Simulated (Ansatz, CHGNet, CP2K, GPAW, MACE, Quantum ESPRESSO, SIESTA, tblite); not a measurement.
## Codes compared on (9,9) carbon nanotube bundle (108 atoms)

Wanted: errors and costs of other methods on (9,9) carbon nanotube bundle (108 atoms). A plane-wave run serves as the reference.

Calculated with Quantum ESPRESSO 7.5; Kohn-Sham DFT, PBE, SSSP efficiency 1.3.0 pseudopotentials, plane waves.

### Step 1. Starting point

The cell holds 108 atoms: 108 C. Cell: a = 15.506 Å, b = 15.506 Å, c = 7.380 Å, α = 90.0°, β = 90.0°, γ = 120.0°. It derives from C (graphene). Graphene sheet (a = 2.46 Å) rolled into a (9,9) tube of diameter 12.21 Å, 3 periods, hexagonal bundle with 3.3 Å between walls; not relaxed, displaced by a Gaussian of 0.02 Å. Then every atom was moved at random, 0.02 Å r.m.s. a Cartesian component. The structure's axis is c.

### Step 2. Plane-wave reference

Input file pw.in:

```
&control
  calculation = 'scf'
  pseudo_dir = './pseudo'
  outdir = './tmp'
  disk_io = 'none'
  tprnfor = .true.
  tstress = .true.
/
&system
  ibrav = 0
  nat = 108
  ntyp = 1
  ecutwfc = 45
  ecutrho = 360
  nosym = .true.
  occupations = 'smearing'
  smearing = 'fd'
  degauss = 0.003675
/
&electrons
  conv_thr = 5.4e-07
  electron_maxstep = 100
  mixing_beta = 0.2
  mixing_mode = 'local-TF'
  diagonalization = 'david'
/
ATOMIC_SPECIES
C 12.011 C.upf
CELL_PARAMETERS angstrom
15.50642 0.00000 0.00000
-7.75321 13.42896 0.00000
0.00000 0.00000 7.38000
ATOMIC_POSITIONS crystal
C 0.41574 0.05107 0.16759
C 0.43680 0.10703 0.99484
C 0.45201 0.20444 0.00281
C 0.45584 0.25008 0.16010
C 0.43614 0.33101 0.16513
C 0.41906 0.36536 0.99940
C 0.36129 0.41420 0.33712
C 0.32886 0.43065 0.16607
C 0.25133 0.45613 0.16457
C 0.20187 0.45339 0.00110
C 0.10750 0.43601 0.00104
C 0.05263 0.41795 0.16831
[... 92 atom lines left out ...]
C 0.20389 0.74976 0.83446
C 0.24691 0.79540 0.00283
C 0.32837 0.89414 0.99418
C 0.35916 0.94481 0.83409
K_POINTS gamma
```

The run is started by

```console
$ OMP_NUM_THREADS=1 mpirun -np 4 pw.x -in pw.in > output.txt
```

What it wrote:

```text
Program PWSCF
     gamma-point specific algorithms are used
     one sub-group per band group will be used
     scalapack distributed-memory algorithm (size of sub-group:  2*  2 procs)
     Parallelization info
     sticks:   dense  smooth     PW     G-vecs:    dense   smooth      PW
     Min        5334    2664    667               298986   105764   13210
     Max        5335    2667    670               298987   105770   13211
     Sum       21337   10663   2677              1195945   423065   52841
     bravais-lattice index     =            0
     lattice parameter (alat)  =      29.3029  a.u.
     unit-cell volume          =   10370.6717 (a.u.)^3
     number of atoms/cell      =          108
     number of atomic types    =            1
     number of electrons       =       432.00
[... lines left out ...]
     scf convergence threshold =      5.4E-07
[... lines left out ...]
     number of k points=     1  Fermi-Dirac smearing, width (Ry)=  0.0037
[... lines left out ...]
     total energy              =   -1994.29596547 Ry
[... lines left out ...]
     total energy              =   -1989.10203934 Ry
[... lines left out ...]
     total energy              =   -1990.62740913 Ry
[... lines left out ...]
     total energy              =   -1990.53631761 Ry
[... lines left out ...]
     total energy              =   -1990.53631810 Ry
[... lines left out ...]
   -14.7435 -14.7112 -14.6917 -14.6147 -14.5409 -14.3354 -14.2868 -14.2351
[...]
6.5752   6.5968   6.6721   6.6777   6.6958   6.7413   6.7892   7.0693
     7.1115   7.1407   7.2748   7.3439   7.4120   7.4997   7.5701   7.8278
     7.9447   8.0146   8.0438
     the Fermi energy is     2.7212 ev
!    total energy              =   -1990.53631806 Ry
     total all-electron energy =     -8229.058883 Ry
     estimated scf accuracy    <       0.00000016 Ry
     smearing contrib. (-TS)   =      -0.01363003 Ry
     internal energy E=F+TS    =   -1990.52268803 Ry
     The total energy is F=E-TS. E is the sum of the following terms:
     one-electron contribution =   -3110.56720579 Ry
     hartree contribution      =    1715.08047895 Ry
     xc contribution           =    -501.89037626 Ry
     ewald contribution        =     572.87534523 Ry
     one-center paw contrib.   =    -666.02093016 Ry
     convergence has been achieved in  19 iterations
     negative rho (up, down):  1.132E-03 0.000E+00
     Forces acting on atoms (cartesian axes, Ry/au):
     atom    1 type  1   force =     0.00782098    0.08564615   -0.02000611
     atom    2 type  1   force =     0.00365751   -0.08394835    0.11813657
     atom    3 type  1   force =     0.03983431   -0.00951787   -0.11482274
[...]
atom  107 type  1   force =    -0.00570903   -0.00435267    0.10315371
     atom  108 type  1   force =     0.02754105    0.06131526   -0.08199208
     Total force =     1.156625     Total SCF correction =     0.000506
     Computing stress (Cartesian axis) and pressure
     negative rho (up, down):  1.132E-03 0.000E+00
          total   stress  (Ry/bohr**3)                   (kbar)     P=       35.81
   0.00028685   0.00002641  -0.00001575           42.20        3.88       -2.32
   0.00002641   0.00026520   0.00001717            3.88       39.01        2.53
  -0.00001575   0.00001717   0.00017829           -2.32        2.53       26.23
     Message from routine punch:
     Nothing written, as per user request (disk_io='none')
```

Elapsed: 3 min, on 4 MPI ranks of Arm Neoverse V1, shared host; peak memory 4.2 GiB.

Banners, paths, timers and routine set-up lines are dropped from the logs unmarked, and long logs keep their key lines alone; longer cuts are marked.

Numbers from this run:

| Item | Value |
| --- | --- |
| r.m.s. force component | 1.652 eV/Å |
| longest force | 9.299 eV/Å |
| pressure | 3.581 GPa |

### Step 3. Local order

Pair distribution function in bins of 0.2 Å:

```csv
r (Å),total
1.20,0.06
1.40,8.34
1.60,0.05
1.80,0.00
2.00,0.00
2.20,0.00
2.40,5.11
2.60,0.55
2.80,2.02
3.00,0.10
3.20,0.00
3.40,0.00
3.60,1.09
3.80,2.36
4.00,0.19
4.20,1.90
4.40,0.87
4.60,0.23
4.80,1.79
5.00,1.70
5.20,1.29
5.40,0.56
5.60,0.77
5.80,0.49
6.00,1.16
6.20,1.35
6.40,1.27
6.60,1.14
```

Bonds by pair of elements; cutoffs follow the first minimum of g(r), held within bounds set by covalent radii, and pairs that aren't listed don't count as bonded (cutoffs were set anew for this text, so counts can differ from the run's own analysis):

```csv
pair A-B,cutoff (Å),bonds,mean length (Å),spread (Å),shortest (Å),B about A,A about B
C-C,1.85,162,1.42,0.039,1.29,3,3
```

How many atoms have how many bonded neighbours:

```csv
element,mean,3
C,3,108
```

Rings of the network by King's shortest-path rule, up to 12 atoms, one path for each pair of neighbours; H, halogens, alkali and alkaline-earth atoms are left out, and the last column divides by all other atoms, bonded or not:

```csv
ring size (atoms),rings,per network atom
6,54,0.5
```

### Step 4. The other programs

The programs:
- CHGNet: machine-learned potential, published weights.
- CP2K 2026.2: Gaussian basis with GTH pseudopotentials and a plane-wave density; labels give functional, basis (MOLOPT sets; SR short-range, UZH the newer set with its own potentials), grid cutoff/relative cutoff and solver (OT: orbital transformation; TRS4, TC2, SIGN: linear-scaling purification with its sparsity filter), or its built-in tight binding.
- GPAW 26.7.0: PAW with atomic orbitals (LCAO), plane waves or a real-space grid of spacing h.
- MACE: machine-learned potential, published weights.
- SIESTA 5.4.2: numerical atomic orbitals, whose automatically made sets are far from complete, with PseudoDojo norm-conserving potentials that we converted to its format (checked against plane waves on the same files for H, C, O, Si, Ge and Ca alone); labels give functional, basis size, energy shift and mesh cutoff.
- tblite 0.8.0: extended tight binding, driven from Python.

All use the same cell and atoms; the electronic-structure runs use the same k-mesh, and an electronic temperature of 580 K (0.05 eV) where levels are smeared.

Differences are against the plane-wave reference, forces as r.m.s. over components; share is that over the reference's r.m.s. force, slope the least-squares factor from reference forces to these. Total energies of different programs have different zeros and aren't compared.

```csv
run,"Δ force, r.m.s. (meV/Å)",share (%),slope,Δ pressure (GPa),cores,CPU time,memory (GiB)
reference,-,-,-,-,4,12 min,4.2
CHGNet r2SCAN potential,493,29.9,0.766,-2.31,1,4.8 s,2.0
"CP2K PBE, DZVP-MOLOPT-SR, 157/50 Ry, diagonalisation (coarse)",51.7,3.13,1.019,0.511,2,7 min,0.95
"CP2K PBE, DZVP-MOLOPT-SR, 315/50 Ry, diagonalisation (coarse)",33.0,2.00,1.017,0.497,2,9.6 min,2.0
"CP2K PBE, DZVP-MOLOPT-SR, 450/50 Ry, diagonalisation",31.2,1.89,1.016,0.496,4,9.1 min,3.8
"CP2K PBE, TZVP-MOLOPT, 450/50 Ry, diagonalisation",12.2,0.740,1.004,0.226,4,2.2 h,4.2
"CP2K PBE, TZVP-UZH, 450/50 Ry, diagonalisation",25.1,1.52,1.013,0.609,4,14 min,4.0
"GPAW PBE, LCAO dzp, h 0.2 Å",135,8.16,1.065,-,2,2.3 min,1.4
"GPAW RPBE, LCAO dzp, h 0.2 Å",154,9.32,1.073,-,2,2.3 min,1.4
MACE MP-0b2 small potential,362,21.9,0.844,-0.835,1,7.2 s,0.68
MACE MPA-0 medium potential,309,18.7,0.946,-1.11,1,9.3 s,1.2
"SIESTA PBE, DZP, shift 0.01 Ry, mesh 100 Ry (coarse)",232,14.0,1.114,5.48,2,86 s,0.69
"SIESTA PBE, DZP, shift 0.01 Ry, mesh 300 Ry",230,14.0,1.113,5.48,2,3.8 min,1.2
"SIESTA PBE, SZP, shift 0.01 Ry, mesh 300 Ry (coarse)",453,27.4,1.208,12.6,2,2.9 min,1.1
tblite GFN1-xTB,195,11.8,0.960,-1.76,1,2.5 s,0.13
tblite GFN2-xTB,200,12.1,0.952,-3.62,1,6.7 s,0.13
```

Rows marked coarse were listed beforehand as settings not expected to be converged; some can still land near the reference.

Times of the machine-learned potentials are mostly Python's start and the loading of weights.

CPU time is summed over cores on a shared host, where runs went side by side, so it is rough. Symmetry, cutoffs, thresholds, outputs and thread counts weren't matched or tuned between programs; memory under MPI is the largest rank's times the ranks.

Within one program, basis, potentials and functional, energies share a zero. Each run against its twin at the usual cutoff or grid and solver:

```csv
run,twin,Δ energy (meV/atom),"Δ force, r.m.s. (meV/Å)",CPU time over the twin's
"CP2K PBE, DZVP-MOLOPT-SR, 157/50 Ry, diagonalisation","DZVP-MOLOPT-SR, 450/50 Ry, diagonalisation",-0.865,35.0,0.76 (this twin ran on 4 cores)
"CP2K PBE, DZVP-MOLOPT-SR, 315/50 Ry, diagonalisation","DZVP-MOLOPT-SR, 450/50 Ry, diagonalisation",-0.0355,8.21,1.1 (this twin ran on 4 cores)
"SIESTA PBE, DZP, shift 0.01 Ry, mesh 100 Ry","DZP, shift 0.01 Ry, mesh 300 Ry",0.454,3.82,0.38
```

### Step 5. Results

```
reference r.m.s. force component                       : 1.65 eV/Å
nearest in forces                                      : CP2K PBE, TZVP-MOLOPT, 450/50 Ry, diagonalisation, 0.74 %
farthest in forces                                     : CHGNet r2SCAN potential, 30 %
cheapest electronic-structure run beside the reference : tblite GFN1-xTB, 2.5 s of CPU time
```

The PBE runs in local orbitals, coarse settings apart, differ by 0.74 % (CP2K PBE, TZVP-MOLOPT, 450/50 Ry, diagonalisation) to 14 % (SIESTA PBE, DZP, shift 0.01 Ry, mesh 300 Ry); basis, grid and potentials can all enter. Tight binding differs by 12 % in each run; it is another model, with fitted parameters of its own, and the xTB methods hold dispersion. Machine-learned potentials differ by 19 % (MACE MPA-0 medium potential) to 30 % (CHGNet r2SCAN potential); they were trained on other programs' data, some at another functional. Among those trained on PBE data the slope goes as low as 0.84, which softening far from their training structures can give, though the reference's k-sampling is untested too. Rows with another functional or a dispersion term differ by 9.3 % (GPAW RPBE, LCAO dzp, h 0.2 Å), which mixes the change of model with differences of basis and potentials. Runs with settings chosen to be coarse differ by 2.0 % (CP2K PBE, DZVP-MOLOPT-SR, 315/50 Ry, diagonalisation) to 27 % (SIESTA PBE, SZP, shift 0.01 Ry, mesh 300 Ry), their programs' other errors included. Of the electronic-structure runs that take under half the reference's CPU time, GPAW PBE, LCAO dzp, h 0.2 Å comes nearest, at 8.2 % in 2.3 min against 12 min. SIESTA PBE, SZP, shift 0.01 Ry, mesh 300 Ry stiffens the forces by a factor of 1.21 while following their directions (correlation 0.989); the slopes of the 3 SIESTA runs lie between 1.11 and 1.21. In pressure, SIESTA PBE, SZP, shift 0.01 Ry, mesh 300 Ry misses by +12.6 GPa, at the same functional. In the reference: no gap is quoted, since levels at the Fermi energy are partly filled. In the reference: the first peak of g(r) lies near 1.42 Å. Periodic xTB results under one method name differ between programs and library versions. The reference's pressure holds the uncorrected Pulay stress of its 45 Ry basis, so small pressure differences, and their order, may be the reference's own error. Machine-learned potentials mimic data converged in k, so the reference's own k-point error enters their differences. The reference's pressure of 3.6 GPa belongs to a cell and atoms that aren't relaxed at this level. The electronic-structure runs sample only Γ, in a cell whose shortest periodic width is 7 Å, which is coarse for a cell with partly filled levels.

[Also dropped from logs without a mark: logging warnings of Python, and SIESTA's first energy breakdown and zero terms.]

[Logs are printed without paths, hosts, clocks, repeated set-up lines and the standing remarks that a program may print on its own settings, such as how far it seeks lower states.]

[Hosts, paths, dates, database ids (printed as entryN), source tags and the programs' standing remarks are cut or masked in the printed files.]
